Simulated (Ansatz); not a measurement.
## NaCl (Halite): bands and screening cutoff converge together

Can the band sum of G0W0 be converged at a fixed screening cutoff? A test on NaCl (Halite).

Main program and level: Ansatz 0.2.0; G0W0 on PBE, plane waves, PAW; PAW set soft_1.

## (1) The structure

Symmetry: Fm-3m, No. 225, cubic system. Conventional cell: a = 5.640 Å, b = 5.640 Å, c = 5.640 Å, α = 90.00°, β = 90.00°, γ = 90.00°. Nearest to Na lie 6 Cl at 2.82 Å. Cl has 6 Na at 2.82 Å nearest. Farther neighbours and most contacts between anions are not listed.

The cell and positions come from the Crystallography Open Database and are kept as given unless a step says otherwise.

## (2) 36 empty bands, screening to 50 eV

Now the one-shot GW correction: screening in the RPA, then the self-energy of the levels asked for. This step takes PAW set soft_1 files.

File input.yaml:

```yaml
crystal:
  lattice:
    - [0.0, 2.82005, 2.82005]
    - [2.82005, 0.0, 2.82005]
    - [2.82005, 2.82005, 0.0]
  atoms:
    - { symbol: Na, position: [0.0, 0.0, 0.0] }
    - { symbol: Cl, position: [0.5, 0.5, 0.5] }
kpoints:
  mp_grid: { grid: [6, 6, 6] }
hamiltonian:
  xc: pbe
  pseudopotentials: { kind: paw, azcp: { folder: soft_1 } }
scf:
  occupations: { method: fixed }
gw:
  n_empty_bands: 36
  ecut_chi: 50
  qp_bands: [v2, c2]
  qp_kpoints: band_edges
  screening: { model: contour_deformation }
```

Launch:

```console
$ ansatz run input.yaml --threads 2 --pin off --max-ram 73728MiB --backend cuda --events-out ev --progress --plain --runs-dir out --devices 1 --max-vram 13GiB
```

Numbers of over 12 decimals in the logs are rounded to 6 here.

Output:

```text
GPUs: using 1 of 1 available (devices: 1).
Engine: ansatz 0.2.0, x86_64-unknown-linux-gnu
Pseudopotentials: kind: paw
Pseudopotential: Na, paw, valence charge 9, recommended cutoff 420 eV (normal), soft_1/Na.paw.azcp
Pseudopotential: Cl, paw, valence charge 7, recommended cutoff 420 eV (normal), soft_1/Cl.paw.azcp
Functional definition: PBE
  parameter kappa = 0.804
  parameter beta = 0.066725
  exchange = pbe_x(kappa = kappa, mu = beta*pi^2/3)
  correlation = pbe_c(beta = beta)
device memory: the entry about to start is reckoned to put 0.4 GiB on a device that reports 56.7 GiB free (of which the cap on the GPU budget leaves the run 13.0 GiB)
GPU FFT provider: cuFFT
GPU libraries: cuBLAS 13.8.2, cuFFT 12.4.0, cuSOLVER 12.3.4
Crystal: 2 atoms, lattice volume = 44.854 Å³
Basis set: ecut = 420 eV, 893 PW (Γ)
Bands: 12, of which v1, the nominal top of the filled ones, is band 8 counted from 1 (7 counted from 0)
Symmetry: 48 space group operations
Space group: Fm-3m (ITA 225), of the structure as read, at distance tolerance 3.6e-5 Å
k-points: 16 of 216
Non-local potential: Na, projectors of the file, l = 0: 3, l = 1: 2, l = 2: 1
Non-local potential: Cl, projectors of the file, l = 0: 2, l = 1: 2, l = 2: 1
PAW form: soft (Blöchl's): semilocal exchange-correlation on the pseudo side does not see the compensation charge
PAW one-centre angular grid: Na, 110 points (default); XC on 64 Gauss nodes
PAW one-centre angular grid: Cl, 110 points (default); XC on 64 Gauss nodes
Initial density: superposition of atomic densities (chi_scale 0.1, normalization cell, long waves kept (reshape's long-wave potential 0.00 eV rms))
Initial wavefunctions: pseudopotential atomic-orbital guess
GPU buffer pool allocated for 19683 grid points (all kernels)
GPU transforms: local potential and band sums: pruned to the plane-wave sphere, on 25×27×27
Functional: x = pbe(κ = 0.804, μ = 0.219515), c = pbe(β = 0.066725)
SCF iter   1: F=—  HF=-2570.519448 eV  |F-HF|=—  |Δ(HF+E_count)|=         —  Δρ=7.36e-2  dr2=1.94e0  ethr=3.10e-3  ⟨swp⟩=4.6  Hψ=1123  notcnv=0  defer=28
preconditioner: auto → none  [insulator: Δε(μ)=3.965 eV  Ē_g=12.726 eV  n_scr=14 (ndim 8)  ℏωp=15.7 eV  f_vac=0.000  ε∞_Penn≈2.5]
SCF iter   2: F=—  HF=-2569.577050 eV  |F-HF|=—  |Δ(HF+E_count)|=   9.42e-1  Δρ=1.47e-2  dr2=1.15e-1  ethr=3.10e-3  ⟨swp⟩=3.0  Hψ=559  notcnv=0  defer=18
SCF iter   3: F=—  HF=-2569.551955 eV  |F-HF|=—  |Δ(HF+E_count)|=   2.51e-2  Δρ=5.42e-3  dr2=1.21e-2  ethr=7.16e-4  ⟨swp⟩=3.0  Hψ=339  notcnv=0  defer=30
SCF iter   4: F=—  HF=-2569.552780 eV  |F-HF|=—  |Δ(HF+E_count)|=   8.24e-4  Δρ=1.26e-3  dr2=1.07e-3  ethr=7.57e-5  ⟨swp⟩=2.8  Hψ=374  notcnv=0  defer=30
SCF iter   5: F=—  HF=-2569.553030 eV  |F-HF|=—  |Δ(HF+E_count)|=   2.51e-4  Δρ=2.24e-4  dr2=1.72e-5  ethr=6.69e-6  ⟨swp⟩=2.0  Hψ=290  notcnv=0  defer=30
SCF iter   6: F=—  HF=-2569.553062 eV  |F-HF|=—  |Δ(HF+E_count)|=   3.15e-5  Δρ=3.24e-5  dr2=2.97e-7  ethr=1.07e-7  ⟨swp⟩=2.0  Hψ=354  notcnv=0  defer=30
SCF iter   7: F=-2569.553062 eV  HF=-2569.553062 eV  |F-HF|=3.03e-9  |Δ(HF+E_count)|=   1.38e-7  Δρ=2.85e-6  dr2=1.48e-9  ethr=6.25e-10  ⟨swp⟩=6.7  Hψ=991  notcnv=0
SCF 1 converged in 7 iterations: F = -2569.553062 eV  dr2 = 1.48e-9
[...]
device memory: the entry about to start is reckoned to put 0.5 GiB on a device that reports 56.7 GiB free (of which the cap on the GPU budget leaves the run 13.0 GiB)
NSCF: frozen V_eff on 16 k-points, pencils in batches of 32, up to order 48
[...]
device memory: the entry about to start is reckoned to put 0.8 GiB on a device that reports 56.7 GiB free (of which the cap on the GPU budget leaves the run 13.0 GiB)
NSCF: frozen V_eff on 16 k-points
G₀W₀ screening: q 1/16
[... further progress lines ...]
device memory: the entry about to start is reckoned to put 0.3 GiB on a device that reports 56.6 GiB free (of which the cap on the GPU budget leaves the run 13.0 GiB)
NSCF: frozen V_eff on 1 k-points
device memory: the entry about to start is reckoned to put 0.3 GiB on a device that reports 56.6 GiB free (of which the cap on the GPU budget leaves the run 13.0 GiB)
NSCF: frozen V_eff on 1 k-points
SCF converged after 7 iterations
Free energy (F): -2569.553062 eV
Harris-Foulkes:  -2569.553062 eV  (|F-HF|=3.03e-9)
Internal energy: -2569.553062 eV  (E = F + TS)
E sigma→0 (E₀):  -2569.553062 eV
Fermi energy:    1.045392 eV
--- Per-component energies (eV) ---
  E_band       = -235.611352
  E_kinetic    = 267.209633
  E_local      = -1678.843614  (includes V_loc(G=0)·N_el)
  E_nonlocal   = 309.502332
  E_hartree    = 566.740180
  E_xc         = -145.559367
  E_vxc        = -165.451939  (∫ρ·V_xc dr)
  E_paw        = -952.465275  (= ΣΔE_a)
  E_vpaw       = -101.508853  (= ΣTr[D̂ρ^β])
  E_aug_tail   = 0.000100  (compensation charges beyond the density's cutoff)
  E_ewald      = -936.137051
  E_smearing   = -0.000000  (= −TS)
  E_closure    = -0.000000  (closes the sum)
  Σ components = -2569.553062   (vs F -2569.553062, Δ=0.00e0)
--- Band table (eV; the first three rows and the last of 16) ---
  k-point 0: bands = [... 4 lower, -11.6113, 1.0454, 1.0454, 1.0454, 6.1533, 12.0787, 12.0787, 12.0787]
  k-point 1: bands = [... 4 lower, -11.5314, 0.4461, 0.9766, 0.9766, 6.9654, 11.3201, 12.3548, 12.3548]
  k-point 2: bands = [... 4 lower, -11.3647, -0.4825, 0.8454, 0.8454, 8.0853, 11.1060, 12.1612, 12.1612]
  k-point 15: bands = [... 4 lower, -11.2172, -0.3872, 0.1367, 0.3322, 9.4045, 9.9091, 11.5288, 13.0588]
--- G₀W₀: contour deformation, 5 samples at zero and on the imaginary axis and 3 off it, 216 q-points, 36 empty bands' worth ---
  eigenvalues of the whole cell's RPA ε∞ on this k-mesh (on a slab, of 1 + 4πα/V) = 2.3373, 2.3373, 2.3373; static W/v taken at q = 0 is 0.427844
  bands read: the sum over 44 bands ends inside a degenerate multiplet in 3 slots, whose members it reads at an even weight; the widest, k=0: bands 43 to 45 (counted from 1) at 2/3 each
  gw.qp_kpoints: band_edges: 13 of 16 stored k-points solved, in 1 pass; an edge of the gap read off the rows below is read off those points alone
    valence top: of the k-points left out ik 10 came nearest to being solved in a further pass, in band 8 (counted from 1, as in the quasiparticle table): it holds the edge there only if its correction is more favourable than any solved in that band by at least 0.517 eV; those differ by 0.152 eV
    conduction bottom: of the k-points left out ik 10 came nearest to being solved in a further pass, in band 9 (counted from 1, as in the quasiparticle table): it holds the edge there only if its correction is more favourable than any solved in that band by at least 2.856 eV; those differ by 0.415 eV
    ik  band        ε_KS         Σx   Σc(E_QP)       V_xc       Z   E_QP_lin       E_QP  E_QP is
     0     7      1.0454   -21.1175     2.8242   -16.7843  0.8086    -0.4891    -0.4635  root
     0     8      1.0454   -21.1175     2.8242   -16.7843  0.8086    -0.4891    -0.4635  root
     0     9      6.1533    -5.2715    -3.0056    -9.2288  0.8621     7.1117     7.1051  root
     0    10     12.0787    -3.6819    -3.2857    -8.4549  0.8477    13.5896    13.5660  root
     1     7      0.9766   -21.0224     2.8366   -16.6590  0.8081    -0.5766    -0.5501  root
     1     8      0.9766   -21.0224     2.8366   -16.6590  0.8081    -0.5766    -0.5501  root
     1     9      6.9654    -5.8813    -3.0132    -9.9473  0.8569     8.0269     8.0182  root
     1    10     11.3201    -3.7296    -3.2478    -8.2871  0.8472    12.6481    12.6298  root
     2     7      0.8454   -20.8531     2.8619   -16.4315  0.8072    -0.7424    -0.7141  root
     2     8      0.8454   -20.8531     2.8619   -16.4315  0.8072    -0.7424    -0.7141  root
     2     9      8.0853    -5.1091    -3.0733    -9.2526  0.8556     9.1650     9.1554  root
     2    10     11.1060    -5.4726    -3.3872   -10.2734  0.8354    12.5446    12.5195  root
     3     7      0.7826   -20.7769     2.8745   -16.3277  0.8067    -0.8212    -0.7920  root
     3     8      0.7826   -20.7769     2.8745   -16.3277  0.8067    -0.8212    -0.7920  root
[...]
12    10      9.0935    -3.1220    -2.9568    -7.1340  0.8599    10.1578    10.1488  root
    13     7      0.3035   -20.2016     2.9225   -15.5864  0.8047    -1.4256    -1.3892  root
    13     8      0.6234   -20.5772     2.8867   -16.0774  0.8061    -1.0210    -0.9896  root
    13     9      9.4006    -5.8862    -3.2295   -10.4726  0.8469    10.7756    10.7575  root
    13    10     10.2021    -4.0071    -3.1124    -8.3234  0.8503    11.4199    11.4060  root
```

Run time: 10 s. Hardware: 1 × NVIDIA H100 80GB HBM3 (shared by 6 runs) with 2 threads of AMD EPYC 7R13 (Zen 3), shared host; peak memory 1 GiB; 10 s of CPU time.

Reading the cycles: dr2 is the Hartree energy of the density residual (eV), the measure of convergence; HF is the Harris–Foulkes estimate of the energy, which meets the free energy F at convergence.

This step gave:

* bands summed: 44
* RPA ε∞ on this mesh (eigenvalues): 2.337, 2.337, 2.337
* plane waves in the screening matrix: 27
* q-points in the mesh: 216
* G0W0 gap on the mesh: 7.569 eV
* k of the valence top: 0, 0, 0
* k of the conduction bottom: 0, 0, 0
* starting gap on the mesh: 5.108 eV
* Z at the valence top: 0.8086
* Z at the conduction bottom: 0.8621
* least direct G0W0 gap on the computed points: 7.569 eV

The gap on the mesh goes from 5.11 eV to 7.57 eV, a correction of +2.46 eV. Between the two edge states, bare exchange in place of the xc potential would open the gap by 8.29 eV, and correlation takes back 5.83 eV.

## (3) 187 empty bands, screening to 50 eV

input.yaml, as its differences from that of step 2:

```diff
@@ -16,3 +16,3 @@
 gw:
-  n_empty_bands: 36
+  n_empty_bands: 187
   ecut_chi: 50
```

Output:

```text
GPUs: using 1 of 1 available (devices: 1).
[...]
GPU FFT provider: cuFFT
GPU libraries: cuBLAS 13.8.2, cuFFT 12.4.0, cuSOLVER 12.3.4
Crystal: 2 atoms, lattice volume = 44.854 Å³
Basis set: ecut = 420 eV, 893 PW (Γ)
Bands: 12, of which v1, the nominal top of the filled ones, is band 8 counted from 1 (7 counted from 0)
Symmetry: 48 space group operations
[...]
k-points: 16 of 216
[...]
1    10     11.3201    -3.7296    -3.4702    -8.2871  0.8461    12.4196    12.4074  root
[...]
13     7      0.3035   -20.2016     2.8118   -15.5864  0.8049    -1.5417    -1.4999  root
    13     8      0.6234   -20.5772     2.7713   -16.0774  0.8063    -1.1415    -1.1051  root
    13     9      9.4006    -5.8862    -3.4411   -10.4726  0.8460    10.5585    10.5459  root
    13    10     10.2021    -4.0071    -3.3181    -8.3234  0.8493    11.2096    11.2003  root
[key lines of the parts left out:]
SCF converged after 7 iterations
Free energy (F): -2569.553062 eV
Fermi energy:    1.045392 eV
```

Wall time 15 s (1 × NVIDIA H100 80GB HBM3 (shared by 6 runs) with 2 threads); peak memory 1.1 GiB; 20 s of CPU time.

This step gave:

```yaml
bands_summed: 195
rpa_eps_infinity_on_this_mesh_eigenvalues: 2.349, 2.349, 2.349
plane_waves_in_the_screening_matrix: 27
g0w0_gap_on_the_mesh: 7.512 eV
k_of_the_valence_top: 0, 0, 0
k_of_the_conduction_bottom: 0, 0, 0
starting_gap_on_the_mesh: 5.108 eV
least_direct_g0w0_gap_on_the_computed_points: 7.512 eV
```

Against the run with 6×6×6 mesh, 36 empty bands, screening to 50 eV, PAW set soft_1 files, the gap moves by −0.06 eV.

## (4) 101 empty bands, screening to 100 eV

Another rung: the empty bands reach about as high as the screening cutoff, so the two stay in balance.

input.yaml, as its differences from that of step 3:

```diff
@@ -16,4 +16,4 @@
 gw:
-  n_empty_bands: 187
-  ecut_chi: 50
+  n_empty_bands: 101
+  ecut_chi: 100
   qp_bands: [v2, c2]
```

Output:

```text
GPUs: using 1 of 1 available (devices: 1).
[...]
GPU FFT provider: cuFFT
GPU libraries: cuBLAS 13.8.2, cuFFT 12.4.0, cuSOLVER 12.3.4
Crystal: 2 atoms, lattice volume = 44.854 Å³
Basis set: ecut = 420 eV, 893 PW (Γ)
Bands: 12, of which v1, the nominal top of the filled ones, is band 8 counted from 1 (7 counted from 0)
Symmetry: 48 space group operations
[...]
k-points: 16 of 216
[...]
1    10     11.3201    -3.7296    -3.4507    -8.2871  0.8456    12.4394    12.4269  root
[...]
13     7      0.3035   -20.2016     2.6730   -15.5864  0.7976    -1.6878    -1.6387  root
    13     8      0.6234   -20.5772     2.6149   -16.0774  0.7986    -1.3053    -1.2615  root
    13     9      9.4006    -5.8862    -3.4216   -10.4726  0.8445    10.5782    10.5654  root
    13    10     10.2021    -4.0071    -3.3019    -8.3234  0.8487    11.2260    11.2165  root
[key lines of the parts left out:]
SCF converged after 7 iterations
Free energy (F): -2569.553062 eV
Fermi energy:    1.045392 eV
```

Elapsed: 12 s, on 1 × NVIDIA H100 80GB HBM3 (shared by 6 runs) with 2 threads; peak memory 1.1 GiB; 15 s of CPU time.

The G0W0 gap on the mesh is 7.765 eV.

## (5) 529 empty bands, screening to 100 eV

input.yaml, as its differences from that of step 4:

```diff
@@ -16,3 +16,3 @@
 gw:
-  n_empty_bands: 101
+  n_empty_bands: 529
   ecut_chi: 100
```

Output:

```text
GPUs: using 1 of 1 available (devices: 1).
[...]
GPU FFT provider: cuFFT
GPU libraries: cuBLAS 13.8.2, cuFFT 12.4.0, cuSOLVER 12.3.4
Crystal: 2 atoms, lattice volume = 44.854 Å³
Basis set: ecut = 420 eV, 893 PW (Γ)
Bands: 12, of which v1, the nominal top of the filled ones, is band 8 counted from 1 (7 counted from 0)
Symmetry: 48 space group operations
[...]
k-points: 16 of 216
[...]
1    10     11.3201    -3.7296    -3.5268    -8.2871  0.8453    12.3616    12.3508  root
[...]
13     7      0.3035   -20.2016     2.5897   -15.5864  0.7975    -1.7764    -1.7220  root
    13     8      0.6234   -20.5772     2.5262   -16.0774  0.7985    -1.3990    -1.3501  root
    13     9      9.4006    -5.8862    -3.5073   -10.4726  0.8443    10.4906    10.4798  root
    13    10     10.2021    -4.0071    -3.3744    -8.3234  0.8484    11.1521    11.1440  root
[key lines of the parts left out:]
SCF converged after 7 iterations
Free energy (F): -2569.553062 eV
Fermi energy:    1.045392 eV
```

Run time: 40 s. Hardware: 1 × NVIDIA H100 80GB HBM3 (shared by 6 runs) with 2 threads; peak memory 1.4 GiB; 61 s of CPU time.

The G0W0 gap on the mesh is 7.789 eV.

## (6) 36 empty bands, screening to 150 eV

input.yaml, as its differences from that of step 5:

```diff
@@ -16,4 +16,4 @@
 gw:
-  n_empty_bands: 529
-  ecut_chi: 100
+  n_empty_bands: 36
+  ecut_chi: 150
   qp_bands: [v2, c2]
```

Output:

```text
GPUs: using 1 of 1 available (devices: 1).
[...]
GPU FFT provider: cuFFT
GPU libraries: cuBLAS 13.8.2, cuFFT 12.4.0, cuSOLVER 12.3.4
Crystal: 2 atoms, lattice volume = 44.854 Å³
Basis set: ecut = 420 eV, 893 PW (Γ)
Bands: 12, of which v1, the nominal top of the filled ones, is band 8 counted from 1 (7 counted from 0)
Symmetry: 48 space group operations
[...]
k-points: 16 of 216
[...]
1    10     11.3201    -3.7296    -3.2123    -8.2871  0.8468    12.6844    12.6653  root
[...]
13     7      0.3035   -20.2016     2.9005   -15.5864  0.7970    -1.4486    -1.4112  root
    13     8      0.6234   -20.5772     2.8506   -16.0774  0.7980    -1.0586    -1.0257  root
    13     9      9.4006    -5.8862    -3.1968   -10.4726  0.8451    10.8089    10.7903  root
    13    10     10.2021    -4.0071    -3.0847    -8.3234  0.8496    11.4480    11.4337  root
[key lines of the parts left out:]
SCF converged after 7 iterations
Free energy (F): -2569.553062 eV
Fermi energy:    1.045392 eV
```

Wall time 12 s (1 × NVIDIA H100 80GB HBM3 (shared by 6 runs) with 2 threads); peak memory 1.1 GiB.

The G0W0 gap on the mesh is 7.688 eV.

## (7) 187 empty bands, screening to 150 eV

input.yaml, as its differences from that of step 6:

```diff
@@ -16,3 +16,3 @@
 gw:
-  n_empty_bands: 36
+  n_empty_bands: 187
   ecut_chi: 150
```

Output:

```text
GPUs: using 1 of 1 available (devices: 1).
[...]
GPU FFT provider: cuFFT
GPU libraries: cuBLAS 13.8.2, cuFFT 12.4.0, cuSOLVER 12.3.4
Crystal: 2 atoms, lattice volume = 44.854 Å³
Basis set: ecut = 420 eV, 893 PW (Γ)
Bands: 12, of which v1, the nominal top of the filled ones, is band 8 counted from 1 (7 counted from 0)
Symmetry: 48 space group operations
[...]
k-points: 16 of 216
[...]
1    10     11.3201    -3.7296    -3.5168    -8.2871  0.8451    12.3718    12.3608  root
[...]
13     7      0.3035   -20.2016     2.5175   -15.5864  0.7955    -1.8528    -1.7943  root
    13     8      0.6234   -20.5772     2.4458   -16.0774  0.7964    -1.4838    -1.4306  root
    13     9      9.4006    -5.8862    -3.5026   -10.4726  0.8436    10.4954    10.4845  root
    13    10     10.2021    -4.0071    -3.3684    -8.3234  0.8481    11.1582    11.1500  root
[key lines of the parts left out:]
SCF converged after 7 iterations
Free energy (F): -2569.553062 eV
Fermi energy:    1.045392 eV
```

Elapsed: 15 s, on 1 × NVIDIA H100 80GB HBM3 (shared by 6 runs) with 2 threads; peak memory 1.2 GiB.

The G0W0 gap on the mesh is 7.886 eV.

(Part 1 of 2 ends here.)

[Paths, hosts, dates, memory and timing lines, banners, echoed tables and standing remarks are left out of the program output.]

[Logs are printed without paths, hosts, clocks, repeated set-up lines and the standing remarks that a program may print on its own settings, such as how far it seeks lower states.]

[Runs of the session that timed out or met a known fault of the program may be left out.]

[Cells called generated may have been cut or substituted from an entry of the Crystallography Open Database or the Materials Project.]

[Hosts, paths, dates, database ids (printed as entryN), source tags and the programs' standing remarks are cut or masked in the printed files.]
